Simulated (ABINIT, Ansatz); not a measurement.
## Bi2S2O (P4/nmm): one start, several treatments of the self-energy

Wanted: the gap of Bi2S2O (P4/nmm) under several approximations, with cost.

Main program and level: ABINIT 10.8.3; PBEsol and many-body steps on it, plane waves.

### 1. Starting point

It takes space group P4/nmm (No. 129, tetragonal). Conventional cell: a = 3.954 Å, b = 3.954 Å, c = 14.051 Å, α = 90.00°, β = 90.00°, γ = 90.00°. Bi has 5 S at 2.52 to 2.82 Å nearest. Bi has 4 O at 2.34 Å and 4 S at 3.12 Å nearest. S has 4 Bi at 2.82 Å nearest. Nearest to S lie 5 Bi at 2.52 to 3.12 Å. Nearest to O lie 4 Bi at 2.34 Å. Farther neighbours and most contacts between anions are not listed.

Coordinates:

```cif
data_structure
_symmetry_space_group_name_H-M 'P4/nmm:1'
_symmetry_Int_Tables_number 129
_cell_length_a 3.9541
_cell_length_b 3.9541
_cell_length_c 14.0506
_cell_angle_alpha 90.000
_cell_angle_beta 90.000
_cell_angle_gamma 90.000
_cell_volume 219.68
loop_
_atom_site_label
_atom_site_type_symbol
_atom_site_symmetry_multiplicity
_atom_site_Wyckoff_symbol
_atom_site_fract_x
_atom_site_fract_y
_atom_site_fract_z
_atom_site_occupancy
Bi1 Bi 2 c 0.00000 0.50000 0.86650 1
Bi2 Bi 2 c 0.50000 0.00000 0.58909 1
S1 S 2 c 0.50000 0.00000 0.89431 1
S2 S 2 c 0.00000 0.50000 0.68749 1
O1 O 2 b 0.00000 0.00000 0.50000 1
```

The cell and positions are those that the Materials Project relaxed with its own functionals (PBE, PBE+U or r2SCAN), kept fixed. Spin-orbit coupling is left out unless a step names it.

### 2. Empty states on the mesh, 4×4×1 mesh, 462 bands

This step: ABINIT 10.8.3; DFT, PBEsol, plane waves, norm-conserving pseudopotentials.

The sums over transitions need many empty states on a uniform mesh; this step solves for them.

Contents of run.abi:

```
acell 3*1.0 Angstrom
rprim 
  3.954101390000 0.000000000000 0.000000000000
  0.000000000000 3.954101390000 0.000000000000
  0.000000000000 0.000000000000 14.050579580000
ntypat 3
znucl 83 16 8
natom 10
typat 1 1 1 1 2 2 2 2 3 3
xred 
  0.000000000000 0.500000000000 0.866495830000
  0.500000000000 0.000000000000 0.133504170000
  0.500000000000 0.000000000000 0.589093140000
  0.000000000000 0.500000000000 0.410906860000
  0.500000000000 0.000000000000 0.894313410000
  0.000000000000 0.500000000000 0.105686590000
  0.000000000000 0.500000000000 0.687487520000
  0.500000000000 0.000000000000 0.312512480000
  0.000000000000 0.000000000000 0.500000000000
  0.500000000000 0.500000000000 0.500000000000
pp_dirpath "pseudos"
pseudos "Bi.upf, S.upf, O.upf"
ecut 42
ngkpt 4 4 1
nshiftk 1
shiftk 0 0 0
kptopt 1
chksymbreak 0
iscf -2
irdden 1
istwfk *1
nband 462
nbdbuf 42
tolwfr 1e-09
nstep 60
prtvol 0
indata_prefix "in"
outdata_prefix "out"
tmpdata_prefix "tmp"
```

On the command line:

```sh
OMP_NUM_THREADS=1 mpirun -n 8 abinit run.abi > log
```

Numbers of over 12 decimals in the logs are rounded to 6 here.

Log:

```text
.Version 10.8.3 of ABINIT. v10.8.2 released Aug 2026.

 Symmetries : space group P4/n m m (#129); Bravais tP (primitive tetrag.)
[... echo of the input left out ...]
== DATASET  1 ==================================================================
-   mpi_nproc: 8, omp_nthreads: 1 (-1 if OMP is not activated)
-    --> not optimal distribution: autoparal keyword recommended in input file <--

--- !DatasetInfo
iteration_state: {dtset: 1, }
dimensions: {natom: 10, nkpt: 6, mband: 462, nsppol: 1, nspinor: 1, nspden: 1, mpw: 19392, }
cutoff_energies: {ecut:  42.0, pawecutdg:  -1.0, }
[...]
2.98358    2.98358    3.00112    3.00112    3.02200    3.03110    3.03351    3.04751
   3.04757    3.04918    3.05177    3.05454    3.05464    3.06172    3.06681    3.07848
   3.07886    3.07975    3.08616    3.09022    3.09327    3.10107
 prteigrs : prtvol=0 or 1, do not print more k-points.

== END DATASET(S) ==============================================================
================================================================================

 -outvars: echo values of variables after computation  --------
            nband         462
             nkpt           6
          spgroup         129
 [... the other variables as echoed above ...]

 Calculation completed.
```

Run time: 11 min. Hardware: 8 MPI ranks of AMD EPYC 9R45, shared host; peak memory 1.9 GiB; 1.5 h of CPU time.

This step gave:

```yaml
gap: 0.9451 eV
k_of_the_valence_top: 0.5, 0, 0
k_of_the_conduction_bottom: 0.5, 0, 0
least_direct_gap: 0.9451 eV
k_points_computed: 6
lowest_point_of_the_top_converged_band_above_the_valence_top: 69.8658 eV
```

On this mesh the gap is 0.945 eV.

The density comes from a self-consistent run that is not shown.

### 3. Screening, 4×4×1 mesh, 209 bands, screening to 114.3 eV

The RPA dielectric matrix is built and inverted for each q.

This step: RPA screening on PBEsol, plane waves, norm-conserving pseudopotentials.

run.abi, as its differences from that of step 2:

```diff
@@ -28,10 +28,11 @@
 chksymbreak 0
-iscf -2
-irdden 1
 istwfk *1
-nband 462
-nbdbuf 42
-tolwfr 1e-09
-nstep 60
-prtvol 0
+occopt 1
+irdwfk 1
+optdriver 3
+nband 209
+ecuteps 4.2
+inclvkb 2
+awtr 1
+symchi 1
 indata_prefix "in"
```

Log:

```text
.Version 10.8.3 of ABINIT. v10.8.2 released Aug 2026.

 Symmetries : space group P4/n m m (#129); Bravais tP (primitive tetrag.)
[... echo of the input left out ...]
== DATASET  1 ==================================================================
-   mpi_nproc: 8, omp_nthreads: 1 (-1 if OMP is not activated)

--- !DatasetInfo
iteration_state: {dtset: 1, }
dimensions: {natom: 10, nkpt: 6, mband: 209, nsppol: 1, nspinor: 1, nspden: 1, mpw: 19392, }
cutoff_energies: {ecut:  42.0, pawecutdg:  -1.0, }
electrons: {nelect:   1.28000000E+02, charge:   0.00000000E+00, occopt:   1.00000000E+00, tsmear:   1.00000000E-02, }

 SCREENING: Calculation of the susceptibility and dielectric matrices

 Based on a program developped by R.W. Godby, V. Olevano, G. Onida, and L. Reining.
 Incorporated in ABINIT by V. Olevano, G.-M. Rignanese, and M. Torrent.
.Using double precision arithmetic ; gwpc =  8

[... cell and pseudopotentials left out ...]
--------------------------------------------------------------------------------

 ==== K-mesh for the wavefunctions ====
 Number of points in the irreducible wedge :     6
[... list of points left out ...]
 Together with 16 symmetry operations and time-reversal symmetry
 yields    16 points in the full Brillouin Zone.

 ==== Q-mesh for the screening function ====
 Number of points in the irreducible wedge :     6
[... list of points left out ...]
 Together with 16 symmetry operations and time-reversal symmetry
 yields    16 points in the full Brillouin Zone.

 setmesh: FFT mesh size selected  =    30x   30x  108
          total number of points  =        97200

 vcoul_init : cutoff-mode = AUXILIARY_FUNCTION
 q-points for optical limit:   1
     1)      0.000010    0.000020    0.000030

- screening: taking advantage of time-reversal symmetry
- Maximum band index for partially occupied states nbvw = 64
- Remaining bands to be divided among processors   nbcw = 145
- Number of bands treated by each node ~18

 Number of electrons calculated from density =  128.0000; Expected =  128.0000
 average of density, n =  0.086342
 r_s =    1.4036
 omega_plasma =   28.3444 [eV]

 calculating chi0 at frequencies [eV] :
  1    0.000000E+00    0.000000E+00
  2    0.000000E+00    2.834441E+01

--------------------------------------------------------------------------------
  q-point number  1        q = ( 0.000000, 0.000000, 0.000000) [r.l.u.]
--------------------------------------------------------------------------------
[... chi0 elements left out ...]
 For q-point:  0.000010 0.000020 0.000030
  dielectric constant =  24.7009
  dielectric constant without local fields =  26.7708

  Average fulfillment of the sum rule on Im[epsilon] for q-point    1 :     59.02  [%]
[... wings left out ...]
  q-point number  2        q = ( 0.250000, 0.000000, 0.000000) [r.l.u.]
--------------------------------------------------------------------------------
[... chi0 elements left out ...]
  Average fulfillment of the sum rule on Im[epsilon] for q-point    2 :     60.02  [%]

 [... 4 further q-points ...]
```

The job ended after 3.7 min (8 MPI ranks; peak memory 9.5 GiB).

This step gave:

```yaml
eps_infinity_with_local_fields_on_this_mesh_along_the_program_s_q_direction: 24.70
the_same_without_local_fields: 26.77
plasma_frequency: 28.34 eV
plane_waves_in_the_screening_matrix: 613
```

Local fields lower ε∞ by 8 %. On a Γ-centred mesh this coarse the value itself is usually too large, while a short band sum pulls it down.

### 4. G0W0, Godby-Needs plasmon pole

The self-energy is evaluated for the states that the input lists, and the levels follow from it, in one-shot runs by the linearised quasiparticle equation.

This step: G0W0 on PBEsol, plane waves, norm-conserving pseudopotentials.

run.abi, as its differences from that of step 3:

```diff
@@ -31,8 +31,17 @@
 irdwfk 1
-optdriver 3
+optdriver 4
 nband 209
+gwcalctyp 0
+ecutsigx 42
+symsigma 1
+nkptgw 2
+kptgw 
+  0.5000000000 0.0000000000 0.0000000000
+  0.0000000000 0.0000000000 0.0000000000
+bdgw 
+  63 66
+  63 66
 ecuteps 4.2
-inclvkb 2
-awtr 1
-symchi 1
+irdscr 1
+ppmodel 1
 indata_prefix "in"
```

Log:

```text
.Version 10.8.3 of ABINIT. v10.8.2 released Aug 2026.

 Symmetries : space group P4/n m m (#129); Bravais tP (primitive tetrag.)
[... echo of the input left out ...]
== DATASET  1 ==================================================================
-   mpi_nproc: 8, omp_nthreads: 1 (-1 if OMP is not activated)

--- !DatasetInfo
iteration_state: {dtset: 1, }
dimensions: {natom: 10, nkpt: 6, mband: 209, nsppol: 1, nspinor: 1, nspden: 1, mpw: 19392, }
cutoff_energies: {ecut:  42.0, pawecutdg:  -1.0, }
electrons: {nelect:   1.28000000E+02, charge:   0.00000000E+00, occopt:   1.00000000E+00, tsmear:   1.00000000E-02, }

 SIGMA: Calculation of the GW corrections

 Based on a program developped by R.W. Godby, V. Olevano, G. Onida, and L. Reining.
 Incorporated in ABINIT by V. Olevano, G.-M. Rignanese, and M. Torrent.
.Using double precision arithmetic ; gwpc =  8

[... cell and pseudopotentials left out ...]
--------------------------------------------------------------------------------

 ==== K-mesh for the wavefunctions ====
 Number of points in the irreducible wedge :     6
[... list of points left out ...]
 Together with 16 symmetry operations and time-reversal symmetry
 yields    16 points in the full Brillouin Zone.

 ==== Q-mesh for screening function ====
 Number of points in the irreducible wedge :     6
[... list of points left out ...]
 Together with 16 symmetry operations and time-reversal symmetry
 yields    16 points in the full Brillouin Zone.

 vcoul_init : cutoff-mode = AUXILIARY_FUNCTION
 q-points for optical limit:   1
     1)      0.000010    0.000020    0.000030
 setmesh: FFT mesh size selected  =    48x   48x  160
          total number of points  =       368640

 Number of electrons calculated from density =  128.0000; Expected =  128.0000
 average of density, n =  0.086342
 r_s =    1.4036
 omega_plasma =   28.3444 [eV]

 === KS Band Gaps ===
  >>>> For spin  1
   Minimum direct gap =   0.9448 [eV], located at k-point      :   0.5000  0.0000  0.0000
   Fundamental gap    =   0.9448 [eV], Top of valence bands at :   0.5000  0.0000  0.0000
                                       Bottom of conduction at :   0.5000  0.0000  0.0000
 SIGMA fundamental parameters:
 PLASMON POLE MODEL  1
 number of plane-waves for SigmaX                19313
 number of plane-waves for SigmaC and W            613
 number of plane-waves for wavefunctions         19313
 number of bands                                   209
 number of independent spin polarizations            1
 number of spinorial components                      1
 number of k-points in IBZ                           6
 number of q-points in IBZ                           6
 number of symmetry operations                      16
 number of k-points in BZ                           16
 number of q-points in BZ                           16
 number of frequencies for dSigma/dE                 9
 frequency step for dSigma/dE [eV]                0.25
 number of omega for Sigma on real axis              0
 max omega for Sigma on real axis  [eV]           0.00
 zcut for avoiding poles [eV]                     0.10

 EPSILON^-1 parameters (SCR file):
 dimension of the eps^-1 matrix on file            613
 dimension of the eps^-1 matrix used               613
 number of plane-waves for wavefunctions         19313
 number of bands                                   209
 number of q-points in IBZ                           6
 number of frequencies                               2
 number of real frequencies                          1
 number of imag frequencies                          1

 matrix elements of self-energy operator (all in [eV])

 Perturbative Calculation

--- !SelfEnergy_ee
iteration_state: {dtset: 1, }
kpoint     : [   0.500,    0.000,    0.000, ]
spin       : 1
KS_gap     :    0.945
QP_gap     :    1.283
Delta_QP_KS:    0.338
data: !SigmaeeData |
     Band     E0 <VxcDFT>   SigX SigC(E0)      Z dSigC/dE  Sig(E)    E-E0       E
       63   6.641 -13.850 -15.211   1.535   0.787  -0.270 -13.713   0.137   6.778
       64   6.641 -13.850 -15.211   1.535   0.787  -0.270 -13.713   0.137   6.778
       65   7.586 -12.478  -9.410  -2.476   0.801  -0.249 -12.003   0.475   8.061
       66   7.586 -12.478  -9.410  -2.476   0.801  -0.249 -12.003   0.475   8.061

--- !SelfEnergy_ee
iteration_state: {dtset: 1, }
kpoint     : [   0.000,    0.000,    0.000, ]
spin       : 1
KS_gap     :    2.153
QP_gap     :    2.931
Delta_QP_KS:    0.777
data: !SigmaeeData |
     Band     E0 <VxcDFT>   SigX SigC(E0)      Z dSigC/dE  Sig(E)    E-E0       E
       63   5.889 -13.173 -16.354   2.967   0.767  -0.304 -13.337  -0.164   5.725
       64   5.889 -13.173 -16.354   2.967   0.767  -0.304 -13.337  -0.164   5.725
       65   8.043 -12.015  -8.200  -3.061   0.813  -0.230 -11.402   0.613   8.656
       66   8.788 -12.086  -8.078  -3.171   0.811  -0.234 -11.407   0.679   9.467

== END DATASET(S) ==============================================================
================================================================================

 -outvars: echo values of variables after computation  --------
           etotal      0.0000000000E+00
            nband         209
             nkpt           6
          spgroup         129
 [... the other variables as echoed above ...]

 Calculation completed.
```

The job ended after 30 s (8 MPI ranks; peak memory 5.6 GiB; 3.9 min of CPU time).

Numbers from this step:

```yaml
g0w0_gap_on_the_points_computed: 1.283 eV
starting_gap_on_the_mesh: 0.9451 eV
k_of_the_valence_top: 0.5, 0, 0
k_of_the_conduction_bottom: 0.5, 0, 0
z_at_the_valence_top: 0.787
z_at_the_conduction_bottom: 0.801
least_direct_g0w0_gap_on_the_computed_points: 1.283 eV
```

The gap on the mesh goes from 0.95 eV to 1.28 eV, a correction of +0.34 eV.

### 5. G0W0, Hybertsen-Louie plasmon pole

run.abi, as its differences from that of step 4:

```diff
@@ -45,3 +45,3 @@
 irdscr 1
-ppmodel 1
+ppmodel 2
 indata_prefix "in"
```

Log:

```text
.Version 10.8.3 of ABINIT. v10.8.2 released Aug 2026.

 Symmetries : space group P4/n m m (#129); Bravais tP (primitive tetrag.)
[... echo of the input left out ...]
== DATASET  1 ==================================================================
-   mpi_nproc: 8, omp_nthreads: 1 (-1 if OMP is not activated)

--- !DatasetInfo
iteration_state: {dtset: 1, }
dimensions: {natom: 10, nkpt: 6, mband: 209, nsppol: 1, nspinor: 1, nspden: 1, mpw: 19392, }
cutoff_energies: {ecut:  42.0, pawecutdg:  -1.0, }
electrons: {nelect:   1.28000000E+02, charge:   0.00000000E+00, occopt:   1.00000000E+00, tsmear:   1.00000000E-02, }

 SIGMA: Calculation of the GW corrections

 Based on a program developped by R.W. Godby, V. Olevano, G. Onida, and L. Reining.
 Incorporated in ABINIT by V. Olevano, G.-M. Rignanese, and M. Torrent.
.Using double precision arithmetic ; gwpc =  8

[... cell and pseudopotentials left out ...]
--------------------------------------------------------------------------------

 ==== K-mesh for the wavefunctions ====
 Number of points in the irreducible wedge :     6
[... list of points left out ...]
 Together with 16 symmetry operations and time-reversal symmetry
 yields    16 points in the full Brillouin Zone.

 ==== Q-mesh for screening function ====
 Number of points in the irreducible wedge :     6
[... list of points left out ...]
 Together with 16 symmetry operations and time-reversal symmetry
 yields    16 points in the full Brillouin Zone.

 vcoul_init : cutoff-mode = AUXILIARY_FUNCTION
 q-points for optical limit:   1
     1)      0.000010    0.000020    0.000030
 setmesh: FFT mesh size selected  =    48x   48x  160
          total number of points  =       368640

 Number of electrons calculated from density =  128.0000; Expected =  128.0000
[...]
number of omega for Sigma on real axis              0
 max omega for Sigma on real axis  [eV]           0.00
 zcut for avoiding poles [eV]                     0.10

 EPSILON^-1 parameters (SCR file):
 dimension of the eps^-1 matrix on file            613
 dimension of the eps^-1 matrix used               613
 number of plane-waves for wavefunctions         19313
 number of bands                                   209
 number of q-points in IBZ                           6
 number of frequencies                               2
 number of real frequencies                          1
 number of imag frequencies                          1

 matrix elements of self-energy operator (all in [eV])

 Perturbative Calculation

--- !SelfEnergy_ee
iteration_state: {dtset: 1, }
kpoint     : [   0.500,    0.000,    0.000, ]
spin       : 1
KS_gap     :    0.945
QP_gap     :    1.328
Delta_QP_KS:    0.383
data: !SigmaeeData |
     Band     E0 <VxcDFT>   SigX SigC(E0)      Z dSigC/dE  Sig(E)    E-E0       E
       63   6.641 -13.850 -15.211   1.288   0.846  -0.182 -13.912  -0.063   6.579
       64   6.641 -13.850 -15.211   1.288   0.846  -0.182 -13.912  -0.063   6.579
       65   7.586 -12.478  -9.410  -2.694   0.855  -0.170 -12.158   0.320   7.906
[...]
--- !SelfEnergy_ee
iteration_state: {dtset: 1, }
kpoint     : [   0.000,    0.000,    0.000, ]
spin       : 1
KS_gap     :    2.153
QP_gap     :    3.031
Delta_QP_KS:    0.878
data: !SigmaeeData |
     Band     E0 <VxcDFT>   SigX SigC(E0)      Z dSigC/dE  Sig(E)    E-E0       E
[...]
65   8.043 -12.015  -8.200  -3.315   0.862  -0.160 -11.584   0.431   8.474
       66   8.788 -12.086  -8.078  -3.390   0.861  -0.161 -11.554   0.532   9.320

== END DATASET(S) ==============================================================
================================================================================

 -outvars: echo values of variables after computation  --------
           etotal      0.0000000000E+00
            nband         209
             nkpt           6
          spgroup         129
 [... the other variables as echoed above ...]

 Calculation completed.
```

Elapsed: 28 s, on 8 MPI ranks; peak memory 5.4 GiB; 3.7 min of CPU time.

This step gave:

```
G0W0 gap on the points computed              : 1.327 eV
starting gap on the mesh                     : 0.9451 eV
k of the valence top                         : 0.5, 0, 0
k of the conduction bottom                   : 0.5, 0, 0
Z at the valence top                         : 0.846
Z at the conduction bottom                   : 0.855
least direct G0W0 gap on the computed points : 1.327 eV
```

Against G0W0 in ABINIT (4×4×1 mesh, 209 bands, screening to 114.3 eV, Godby-Needs plasmon pole), the gap moves by +0.044 eV.

### 6. G0W0, von der Linden-Horsch plasmon pole

run.abi, as its differences from that of step 5:

```diff
@@ -45,3 +45,3 @@
 irdscr 1
-ppmodel 2
+ppmodel 3
 indata_prefix "in"
```

Log:

```text
.Version 10.8.3 of ABINIT. v10.8.2 released Aug 2026.

 Symmetries : space group P4/n m m (#129); Bravais tP (primitive tetrag.)
[... echo of the input left out ...]
== DATASET  1 ==================================================================
-   mpi_nproc: 8, omp_nthreads: 1 (-1 if OMP is not activated)

--- !DatasetInfo
iteration_state: {dtset: 1, }
dimensions: {natom: 10, nkpt: 6, mband: 209, nsppol: 1, nspinor: 1, nspden: 1, mpw: 19392, }
cutoff_energies: {ecut:  42.0, pawecutdg:  -1.0, }
[...]
Band     E0 <VxcDFT>   SigX SigC(E0)      Z dSigC/dE  Sig(E)    E-E0       E
[...]
65   8.043 -12.015  -8.200  -3.335   0.873  -0.145 -11.596   0.419   8.462
       66   8.788 -12.086  -8.078  -3.430   0.871  -0.148 -11.582   0.504   9.292

== END DATASET(S) ==============================================================
================================================================================

 -outvars: echo values of variables after computation  --------
           etotal      0.0000000000E+00
            nband         209
             nkpt           6
          spgroup         129
 [... the other variables as echoed above ...]

 Calculation completed.
```

Elapsed: 18 s, on 8 MPI ranks; peak memory 5.2 GiB.

This step gave:

```
G0W0 gap on the points computed              : 1.274 eV
starting gap on the mesh                     : 0.9451 eV
k of the valence top                         : 0.5, 0, 0
k of the conduction bottom                   : 0.5, 0, 0
least direct G0W0 gap on the computed points : 1.274 eV
```

Against G0W0 in ABINIT (4×4×1 mesh, 209 bands, screening to 114.3 eV, Godby-Needs plasmon pole), the gap moves by −0.009 eV.

(Part 1 of 2 ends here.)

[Paths, hosts, dates, memory and timing lines, banners, echoed tables and standing remarks are left out of the program output.]

[Logs are printed without paths, hosts, clocks, repeated set-up lines and the standing remarks that a program may print on its own settings, such as how far it seeks lower states.]

[Runs of the session that timed out or met a known fault of the program may be left out.]

[Hosts, paths, dates, database ids (printed as entryN), source tags and the programs' standing remarks are cut or masked in the printed files.]

[G0W0 gaps are taken among the corrected bands and points alone; a level outside them can change the order at an edge.]

[Where Ansatz stands beside ABINIT at settings called matched, ABINIT's density can come from a denser mesh and the files from another edition; pairs whose starting gaps differed by over 0.03 eV were left out, so agreement reads better than it is.]
